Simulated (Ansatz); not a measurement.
**Elastic response of (6,6) carbon nanotube bundle (120 atoms)**

How stiff is (6,6) carbon nanotube bundle (120 atoms)?

Main program and level: Ansatz 0.2.0; Kohn-Sham DFT, LDA, PAW (set soft_2), plane waves.

### Step 1. The system as given

The cell holds 120 atoms: 120 C. Its edges and angles: a = 11.438 Å, b = 11.438 Å, c = 12.136 Å, α = 90.0°, β = 90.0°, γ = 120.0°. It derives from C (graphene). Graphene sheet (a = 2.46 Å) rolled into a (6,6) tube of diameter 8.14 Å, 5 periods, hexagonal bundle with 3.3 Å between walls; minimised with a classical potential (one cell length free).

### Step 2. Single point at the start

A single point comes first, to see the forces before anything moves.

input.yaml reads:

```yaml
crystal:
  lattice:
    - [11.43761, 0.0, 0.0]
    - [-5.71881, 9.90526, 0.0]
    - [0.0, 0.0, 12.13617]
  atoms:
    - { symbol: C, position: [0.3833, 0.07084, 0.10675] }
    - { symbol: C, position: [0.40183, 0.13956, 0.00675] }
    - { symbol: C, position: [0.40183, 0.26228, 0.20675] }
    - { symbol: C, position: [0.3833, 0.31245, 0.10675] }
    - { symbol: C, position: [0.31245, 0.3833, 0.10675] }
    - { symbol: C, position: [0.26228, 0.40183, 0.20675] }
    - { symbol: C, position: [0.13956, 0.40183, 0.00675] }
    - { symbol: C, position: [0.07084, 0.3833, 0.10675] }
    - { symbol: C, position: [0.92916, 0.31245, 0.10675] }
    - { symbol: C, position: [0.86044, 0.26228, 0.20675] }
    - { symbol: C, position: [0.73772, 0.13956, 0.00675] }
    - { symbol: C, position: [0.68755, 0.07084, 0.10675] }
    - { symbol: C, position: [0.6167, 0.92916, 0.10675] }
    - { symbol: C, position: [0.59817, 0.86044, 0.20675] }
    - { symbol: C, position: [0.59817, 0.73772, 0.20675] }
    - { symbol: C, position: [0.6167, 0.68755, 0.10675] }
    - { symbol: C, position: [0.68755, 0.6167, 0.10675] }
    - { symbol: C, position: [0.73772, 0.59817, 0.20675] }
    - { symbol: C, position: [0.86044, 0.59817, 0.00675] }
    - { symbol: C, position: [0.92916, 0.6167, 0.10675] }
    - { symbol: C, position: [0.07084, 0.68755, 0.10675] }
    - { symbol: C, position: [0.13956, 0.73772, 0.00675] }
    - { symbol: C, position: [0.26228, 0.86044, 0.00675] }
    - { symbol: C, position: [0.31245, 0.92916, 0.10675] }
    - { symbol: C, position: [0.3833, 0.07084, 0.30675] }
    - { symbol: C, position: [0.40183, 0.13956, 0.20675] }
    - { symbol: C, position: [0.40183, 0.26228, 0.40675] }
    - { symbol: C, position: [0.3833, 0.31245, 0.30675] }
    - { symbol: C, position: [0.31245, 0.3833, 0.30675] }
    - { symbol: C, position: [0.26228, 0.40183, 0.40675] }
    - { symbol: C, position: [0.13956, 0.40183, 0.20675] }
    - { symbol: C, position: [0.07084, 0.3833, 0.30675] }
    - { symbol: C, position: [0.92916, 0.31245, 0.30675] }
    - { symbol: C, position: [0.86044, 0.26228, 0.40675] }
    - { symbol: C, position: [0.73772, 0.13956, 0.20675] }
    - { symbol: C, position: [0.68755, 0.07084, 0.30675] }
    - { symbol: C, position: [0.6167, 0.92916, 0.30675] }
    - { symbol: C, position: [0.59817, 0.86044, 0.40675] }
    - { symbol: C, position: [0.59817, 0.73772, 0.40675] }
    - { symbol: C, position: [0.6167, 0.68755, 0.30675] }
    - { symbol: C, position: [0.68755, 0.6167, 0.30675] }
    - { symbol: C, position: [0.73772, 0.59817, 0.40675] }
    - { symbol: C, position: [0.86044, 0.59817, 0.20675] }
    - { symbol: C, position: [0.92916, 0.6167, 0.30675] }
    - { symbol: C, position: [0.07084, 0.68755, 0.30675] }
    - { symbol: C, position: [0.13956, 0.73772, 0.20675] }
    - { symbol: C, position: [0.26228, 0.86044, 0.20675] }
    - { symbol: C, position: [0.31245, 0.92916, 0.30675] }
    - { symbol: C, position: [0.3833, 0.07084, 0.50675] }
    - { symbol: C, position: [0.40183, 0.13956, 0.40675] }
    - { symbol: C, position: [0.40183, 0.26228, 0.60675] }
    - { symbol: C, position: [0.3833, 0.31245, 0.50675] }
    - { symbol: C, position: [0.31245, 0.3833, 0.50675] }
    - { symbol: C, position: [0.26228, 0.40183, 0.60675] }
    - { symbol: C, position: [0.13956, 0.40183, 0.40675] }
    - { symbol: C, position: [0.07084, 0.3833, 0.50675] }
    - { symbol: C, position: [0.92916, 0.31245, 0.50675] }
    - { symbol: C, position: [0.86044, 0.26228, 0.60675] }
    - { symbol: C, position: [0.73772, 0.13956, 0.40675] }
    - { symbol: C, position: [0.68755, 0.07084, 0.50675] }
    - { symbol: C, position: [0.6167, 0.92916, 0.50675] }
    - { symbol: C, position: [0.59817, 0.86044, 0.60675] }
    - { symbol: C, position: [0.59817, 0.73772, 0.60675] }
    - { symbol: C, position: [0.6167, 0.68755, 0.50675] }
    - { symbol: C, position: [0.68755, 0.6167, 0.50675] }
    - { symbol: C, position: [0.73772, 0.59817, 0.60675] }
    - { symbol: C, position: [0.86044, 0.59817, 0.40675] }
    - { symbol: C, position: [0.92916, 0.6167, 0.50675] }
    - { symbol: C, position: [0.07084, 0.68755, 0.50675] }
    - { symbol: C, position: [0.13956, 0.73772, 0.40675] }
    - { symbol: C, position: [0.26228, 0.86044, 0.40675] }
    - { symbol: C, position: [0.31245, 0.92916, 0.50675] }
    - { symbol: C, position: [0.3833, 0.07084, 0.70675] }
    - { symbol: C, position: [0.40183, 0.13956, 0.60675] }
    - { symbol: C, position: [0.40183, 0.26228, 0.80675] }
    - { symbol: C, position: [0.3833, 0.31245, 0.70675] }
    - { symbol: C, position: [0.31245, 0.3833, 0.70675] }
    - { symbol: C, position: [0.26228, 0.40183, 0.80675] }
    [... 36 atom lines left out ...]
    - { symbol: C, position: [0.86044, 0.59817, 0.80675] }
    - { symbol: C, position: [0.92916, 0.6167, 0.90675] }
    - { symbol: C, position: [0.07084, 0.68755, 0.90675] }
    - { symbol: C, position: [0.13956, 0.73772, 0.80675] }
    - { symbol: C, position: [0.26228, 0.86044, 0.80675] }
    - { symbol: C, position: [0.31245, 0.92916, 0.90675] }
kpoints:
  mp_grid: { grid: [2, 2, 1] }
hamiltonian:
  xc: lda
scf:
  occupations: { method: gaussian, width: 0.025 }
output:
  forces: true
```

Command:

```bash
> ansatz run input.yaml --threads 4 --pin off --max-ram 15872MiB --backend cpu --events-out ev --progress --plain --runs-dir out
```

Standard output:

```text
Warning: the atoms were moved onto the symmetric positions of the space group found under crystal.symmetry.tolerance 1.0e-5 (fractional; no operation is sought that the atoms, as they stand in a round, miss by more than twice it, and no atom is moved by as much as it), and the run uses the moved positions. [...]
[...]
Pseudopotentials: kind: paw
Pseudopotential: C, paw, valence charge 4, recommended cutoff 420 eV (normal), C.paw.azcp
[...]
Crystal: 120 atoms, lattice volume = 1374.937 Å³
Basis set: ecut = 420 eV, 26891 PW (Γ)
Bands: 360, of which v1, the nominal top of the filled ones, is band 240 counted from 1 (239 counted from 0)
Symmetry: 120 space group operations
Space group: P6/mmm (ITA 191), of the structure as read, at distance tolerance 1.1e-4 Å
k-points: 2 of 4
[...]
Initial density: superposition of atomic densities (neutral atoms: chi_scale 0, normalization atom), corrected by the library's trained network
Initial wavefunctions: pseudopotential atomic-orbital guess
[...]
SCF iter   1: F=—  HF=-29141.677205 eV  |F-HF|=—  |Δ(HF+E_count)|=         —  Δρ=6.00e-3  dr2=3.38e-1  ethr=1.77e-3  ⟨swp⟩=7.5  Hψ=3506  notcnv=0  defer=147
preconditioner: auto → Resta (q_TF=auto, 2.289 Å⁻¹)  ε∞=3.1  [insulator: Δε(μ)=1.781 eV  Ē_g=15.060 eV  σ=0.025 eV  W_gap=1.00  n_scr=290 (ndim 8)  ℏωp=21.9 eV  f_vac=0.259  D(μ)=0.00/eV (n_scr^D=0)  ε∞_Penn≈3.1  vacuum switching on, ρ_ref=1.6e-2 e/Å³]
SCF iter   2: F=—  HF=-29141.664662 eV  |F-HF|=—  |Δ(HF+E_count)|=   1.25e-2  Δρ=3.01e-3  dr2=5.89e-2  ethr=7.04e-5  ⟨swp⟩=2.0  Hψ=1026  notcnv=0  defer=229
SCF iter   3: F=—  HF=-29141.683709 eV  |F-HF|=—  |Δ(HF+E_count)|=   1.90e-2  Δρ=5.08e-4  dr2=2.99e-3  ethr=1.23e-5  ⟨swp⟩=2.0  Hψ=853  notcnv=0  defer=65
automatic band count: iteration 3 solves 278 bands in place of 360: the levels show a gap, and the empty bands left out lie too high to hold charge; the band table lists the bands solved (type scf.n_extra_bands for more)
SCF iter   4: F=—  HF=-29141.686221 eV  |F-HF|=—  |Δ(HF+E_count)|=   2.51e-3  Δρ=1.37e-4  dr2=4.27e-4  ethr=6.24e-7  ⟨swp⟩=2.0  Hψ=971  notcnv=0  defer=65
SCF iter   5: F=—  HF=-29141.686169 eV  |F-HF|=—  |Δ(HF+E_count)|=   5.19e-5  Δρ=4.33e-5  dr2=3.65e-5  ethr=8.89e-8  ⟨swp⟩=2.0  Hψ=869  notcnv=0  defer=65
SCF iter   6: F=—  HF=-29141.686858 eV  |F-HF|=—  |Δ(HF+E_count)|=   6.88e-4  Δρ=1.07e-5  dr2=1.88e-6  ethr=7.61e-9  ⟨swp⟩=2.0  Hψ=864  notcnv=0  defer=65
SCF iter   7: F=-29141.686858 eV  HF=-29141.686858 eV  |F-HF|=6.48e-9  |Δ(HF+E_count)|=   4.61e-7  Δρ=1.37e-6  dr2=3.10e-8  ethr=2.08e-11  ⟨swp⟩=3.0  Hψ=2455  notcnv=0
SCF 1 converged in 7 iterations: F = -29141.686858 eV  dr2 = 3.10e-8
[...]
SCF converged after 7 iterations
Free energy (F): -29141.686858 eV
Harris-Foulkes:  -29141.686858 eV  (|F-HF|=6.48e-9)
Internal energy: -29141.686858 eV  (E = F + TS)
E sigma→0 (E₀):  -29141.686858 eV
Fermi energy:    4.222056 eV
--- Per-component energies (eV) ---
[...]
Σ components = -29141.686858   (vs F -29141.686858, Δ=0.00e0)
--- Forces (eV/Å), atoms counted from 1 ---
  atom   1  C      0.15998210    -0.17720787     0.00000000
  atom   2  C      0.03676113     0.21991709    -0.00000000
  atom   3  C      0.20883439    -0.07812237    -0.00000000
  atom   4  C     -0.07347558     0.22715246     0.00000000
[...]
atom 120  C      0.15998201     0.17720795     0.00000000
  max |Σ_I F_I| component: 1.14e-15 eV/Å
```

Run time: 19 s. Hardware: 4 threads of Intel Xeon Platinum 8259CL at 2.50GHz (Skylake/Cascade Lake), shared host; peak memory 4.6 GiB; 58 s of CPU time.

The program notes that positions were snapped to a detected symmetry.

The r.m.s. force at the start is 0.13 eV/Å.

### Step 3. Cell and atoms relaxed

The cell is relaxed with the atoms, since the starting lattice needn't suit this functional.

input.yaml reads:

```yaml
crystal:
  lattice:
    - [11.43761, 0.0, 0.0]
    - [-5.71881, 9.90526, 0.0]
    - [0.0, 0.0, 12.13617]
  atoms:
    [... the 120 atom lines of step 2 ...]
kpoints:
  mp_grid: { grid: [2, 2, 1] }
hamiltonian:
  xc: lda
scf:
  occupations: { method: gaussian, width: 0.025 }
output:
  forces: true
relax:
  f_tol: 0.05
  max_steps: 150
  cell: {}
```

Standard output:

```text
[...]
Crystal: 120 atoms, lattice volume = 1374.937 Å³
Basis set: ecut = 420 eV, 26891 PW (Γ)
Bands: 360, of which v1, the nominal top of the filled ones, is band 240 counted from 1 (239 counted from 0)
Symmetry: 120 space group operations
[...]
k-points: 2 of 4
[...]
SCF iter   1: F=—  HF=-29141.677020 eV  |F-HF|=—  |Δ(HF+E_count)|=         —  Δρ=6.00e-3  dr2=3.38e-1  ethr=1.77e-3  ⟨swp⟩=7.5  Hψ=3500  notcnv=0  defer=150
[...]
SCF iter   7: F=-29141.686858 eV  HF=-29141.686858 eV  |F-HF|=6.73e-9  |Δ(HF+E_count)|=   4.74e-7  Δρ=1.33e-6  dr2=3.02e-8  ethr=2.08e-11  ⟨swp⟩=3.0  Hψ=2550  notcnv=0
SCF 1 converged in 7 iterations: F = -29141.686858 eV  dr2 = 3.02e-8
[...]
relax step   1: F+E_penalty+E_count = -29141.68685799 eV  Δ(F+E_penalty+E_count) = +0.000e0 eV  max|allowed force component| = 2.335e-1 eV/Å  Δτ_max = 0.0000 Å  P = +4.911 GPa  Ω = 1374.937 Å³  (7 SCF iters, dr2 threshold 1.00e-7 eV, accepted)
[...]
relax step   2: F+E_penalty+E_count = -29142.15809928 eV  Δ(F+E_penalty+E_count) = -4.712e-1 eV  max|allowed force component| = 1.079e-1 eV/Å  Δτ_max = 0.0421 Å  P = +1.598 GPa  Ω = 1366.981 Å³  energy of the carried Pulay correction = +2.647e-2 eV  (6 SCF iters, dr2 threshold 1.20e-5 eV, accepted)
[...]
relax step   3: F+E_penalty+E_count = -29142.08576518 eV  Δ(F+E_penalty+E_count) = +7.233e-2 eV  max|allowed force component| = 3.050e-2 eV/Å  Δτ_max = 0.0360 Å  P = -0.359 GPa  Ω = 1401.925 Å³  energy of the carried Pulay correction = -8.866e-2 eV  (6 SCF iters, dr2 threshold 1.20e-5 eV, accepted)
[...]
relax step   4: F+E_penalty+E_count = -29142.15043847 eV  Δ(F+E_penalty+E_count) = -6.467e-2 eV  max|allowed force component| = 2.364e-2 eV/Å  Δτ_max = 0.0202 Å  P = +0.013 GPa  Ω = 1386.917 Å³  energy of the carried Pulay correction = -3.957e-2 eV  (6 SCF iters, dr2 threshold 6.81e-7 eV, accepted)
[...]
relax step   5: F+E_penalty+E_count = -29142.15640034 eV  Δ(F+E_penalty+E_count) = -5.962e-3 eV  max|allowed force component| = 2.296e-3 eV/Å  Δτ_max = 0.0020 Å  P = +0.003 GPa  Ω = 1385.361 Å³  energy of the carried Pulay correction = -3.445e-2 eV  (6 SCF iters, dr2 threshold 6.92e-8 eV, accepted)
relax step   6: F+E_penalty+E_count = -29142.18605248 eV  Δ(F+E_penalty+E_count) = -2.965e-2 eV  max|allowed force component| = 1.697e-3 eV/Å  Δτ_max = 0.0000 Å  P = +0.041 GPa  Ω = 1385.361 Å³  stress off target by 5.28e-2 GPa  SCF on the basis re-selected at this cell (its energy is not comparable with the rows above)  (5 SCF iters)
[...]
relax step   7: F+E_penalty+E_count = -29142.18047428 eV  Δ(F+E_penalty+E_count) = +5.578e-3 eV  max|allowed force component| = 2.405e-4 eV/Å  Δτ_max = 0.0022 Å  P = +0.004 GPa  Ω = 1387.044 Å³  energy of the carried Pulay correction = -5.832e-3 eV  (7 SCF iters, dr2 threshold 6.97e-9 eV, accepted)
[...]
relax step   8: F+E_penalty+E_count = -29142.18564244 eV  Δ(F+E_penalty+E_count) = -5.168e-3 eV  max|allowed force component| = 2.885e-4 eV/Å  Δτ_max = 0.0000 Å  P = +0.006 GPa  Ω = 1387.044 Å³  stress off target by 8.12e-3 GPa  SCF on the basis re-selected at this cell (its energy is not comparable with the rows above)  (4 SCF iters)
[...]
SCF converged after 4 iterations
Free energy (F): -29142.185642 eV
[...]
Internal energy: -29142.185642 eV  (E = F + TS)
E sigma→0 (E₀):  -29142.185642 eV
Fermi energy:    4.140002 eV
[...]
--- Forces (eV/Å), atoms counted from 1 ---
  atom   1  C     -0.00018538     0.00022609    -0.00000000
  atom   2  C     -0.00010709    -0.00024304     0.00000000
  atom   3  C     -0.00026402     0.00002877     0.00000000
  atom   4  C      0.00010311    -0.00027359     0.00000000
  atom   5  C     -0.00028849    -0.00004750     0.00000000
  atom   6  C      0.00015693    -0.00021426    -0.00000000
  atom   7  C     -0.00015693    -0.00021426    -0.00000000
  atom   8  C      0.00028849    -0.00004750    -0.00000000
  atom   9  C     -0.00010311    -0.00027359     0.00000000
  atom  10  C      0.00026402     0.00002877     0.00000000
  atom  11  C      0.00010709    -0.00024304     0.00000000
  atom  12  C      0.00018538     0.00022609     0.00000000
  atom  13  C      0.00018538    -0.00022609     0.00000000
  atom  14  C      0.00010709     0.00024304    -0.00000000
[...]
atom 119  C     -0.00010709     0.00024304    -0.00000000
  atom 120  C     -0.00018538    -0.00022609    -0.00000000
  max |Σ_I F_I| component: 1.23e-17 eV/Å
--- Stress (GPa, compression-positive) ---
        0.008117       0.000000       0.000000
       -0.000000       0.008117      -0.000000
        0.000000      -0.000000       0.001937
  P = ⅓ Tr σ = 0.0061 GPa (0.061 kbar)
--- Relaxed structure (6 steps of the walk, 6 accepted, 2 SCFs on fresh bases) ---
  F+E_penalty+E_count = -29142.18564244 eV   max|allowed force component| = 2.885e-4 eV/Å   (the final SCF, on the basis selected at the relaxed cell)
  cell:  # Å, volume = 1387.0436 Å³
    - [11.439606, 2.887255e-6, 0]
    - [-5.719805, 9.906988, 0]
    - [0, 0, 12.238759]
  atoms:
    - { symbol: C, position: [0.385715, 0.071152, 0.106750] }
    - { symbol: C, position: [0.404373, 0.140552, 0.00675] }
    - { symbol: C, position: [0.404373, 0.263821, 0.206750] }
    - { symbol: C, position: [0.385715, 0.314563, 0.106750] }
[...]
- { symbol: C, position: [0.314563, 0.928848, 0.90675] }
```

Elapsed: 2.2 min, on 4 threads; peak memory 4.7 GiB; 8.3 min of CPU time.

The relaxation converged after 6 steps, with a largest force component of 2.9e-4 eV/Å.

### Step 4. Single point at the relaxed geometry

The electronic structure is read at the final geometry, in a run of its own.

input.yaml reads:

```yaml
crystal:
  lattice:
    - [11.43961, 0.0, 0.0]
    - [-5.71981, 9.90699, 0.0]
    - [0.0, 0.0, 12.23876]
  atoms:
    - { symbol: C, position: [0.38572, 0.07115, 0.10675] }
    - { symbol: C, position: [0.40437, 0.14055, 0.00675] }
    - { symbol: C, position: [0.40437, 0.26382, 0.20675] }
    - { symbol: C, position: [0.38572, 0.31456, 0.10675] }
    - { symbol: C, position: [0.31456, 0.38572, 0.10675] }
    - { symbol: C, position: [0.26382, 0.40437, 0.20675] }
    [... 108 atom lines left out ...]
    - { symbol: C, position: [0.85945, 0.59563, 0.80675] }
    - { symbol: C, position: [0.92885, 0.61428, 0.90675] }
    - { symbol: C, position: [0.07115, 0.68544, 0.90675] }
    - { symbol: C, position: [0.14055, 0.73618, 0.80675] }
    - { symbol: C, position: [0.26382, 0.85945, 0.80675] }
    - { symbol: C, position: [0.31456, 0.92885, 0.90675] }
kpoints:
  mp_grid: { grid: [2, 2, 1] }
hamiltonian:
  xc: lda
scf:
  occupations: { method: gaussian, width: 0.025 }
output:
  forces: true
  stress: true
  populations: intrinsic
  dos:
    method: { smearing: { sigma: 0.08 } }
    de: 0.1
    projected: { site_lists: { C: [C] } }
  eigenvalues: true
  write_density: true
  write_potential: true
  volumetric_format: npy
  elf: true
```

Standard output:

```text
[...]
Crystal: 120 atoms, lattice volume = 1387.044 Å³
Basis set: ecut = 420 eV, 27071 PW (Γ)
Bands: 360, of which v1, the nominal top of the filled ones, is band 240 counted from 1 (239 counted from 0)
Symmetry: 120 space group operations
[...]
k-points: 2 of 4
[...]
SCF iter   1: F=—  HF=-29142.171039 eV  |F-HF|=—  |Δ(HF+E_count)|=         —  Δρ=5.73e-3  dr2=3.09e-1  ethr=1.77e-3  ⟨swp⟩=7.5  Hψ=3438  notcnv=0  defer=149
[...]
SCF iter   7: F=-29142.185639 eV  HF=-29142.185639 eV  |F-HF|=8.60e-9  |Δ(HF+E_count)|=   6.77e-7  Δρ=1.48e-6  dr2=4.42e-8  ethr=2.08e-11  ⟨swp⟩=28.5  Hψ=8688  notcnv=0
SCF 1 converged in 7 iterations: F = -29142.185639 eV  dr2 = 4.42e-8
[...]
SCF converged after 7 iterations
Free energy (F): -29142.185639 eV
[...]
Internal energy: -29142.185639 eV  (E = F + TS)
E sigma→0 (E₀):  -29142.185639 eV
Fermi energy:    4.140007 eV
[...]
--- Forces (eV/Å), atoms counted from 1 ---
  atom   1  C     -0.00031255    -0.00123463    -0.00000000
  atom   2  C     -0.00027918     0.00126183    -0.00000000
  atom   3  C      0.00095318    -0.00087269    -0.00000000
  atom   4  C     -0.00122550     0.00034664     0.00000000
  atom   5  C      0.00091295    -0.00088799     0.00000000
  atom   6  C     -0.00123237     0.00038914     0.00000000
  atom   7  C      0.00123237     0.00038914     0.00000000
  atom   8  C     -0.00091295    -0.00088799     0.00000000
  atom   9  C      0.00122550     0.00034664     0.00000000
  atom  10  C     -0.00095318    -0.00087269    -0.00000000
  atom  11  C      0.00027918     0.00126183    -0.00000000
  atom  12  C      0.00031255    -0.00123463    -0.00000000
  atom  13  C      0.00031255     0.00123463     0.00000000
  atom  14  C      0.00027918    -0.00126183     0.00000000
[...]
atom 119  C     -0.00027918    -0.00126183     0.00000000
  atom 120  C     -0.00031255     0.00123463     0.00000000
  max |Σ_I F_I| component: 1.50e-17 eV/Å
--- Stress (GPa, compression-positive) ---
        0.007466      -0.000000      -0.000000
        0.000000       0.007466      -0.000000
       -0.000000      -0.000000       0.004367
  P = ⅓ Tr σ = 0.0064 GPa (0.064 kbar)
--- Band table (eV) ---
[...]
--- intrinsic populations: 120 sites ---
  site symbol       q [e]
     0      C      4.0006
     1      C      3.9994
     2      C      3.9994
[...]
119      C      4.0006
  spilling = 0.000000 (of n_electrons = 480.000000)
```

Run time: 35 s. Hardware: 4 threads; peak memory 4.7 GiB.

The run gave:

| Item | Value |
| --- | --- |
| free energy | -29142.1856 eV |
| free energy per atom | -242.8515 eV/atom |
| SCF cycles | 7 |
| pressure | 0.006433 GPa |
| r.m.s. force component | 0.00074 eV/Å |
| longest force | 0.00129 eV/Å |
| Fermi energy | 4.14 eV |

[end of part 1 of 2]

[Long decimals in the printed logs are rounded to 6 places.]

[Logs are printed without paths, hosts, clocks, repeated set-up lines and the standing remarks that a program may print on its own settings, such as how far it seeks lower states.]

[Hosts, paths, dates, database ids (printed as entryN), source tags and the programs' standing remarks are cut or masked in the printed files.]
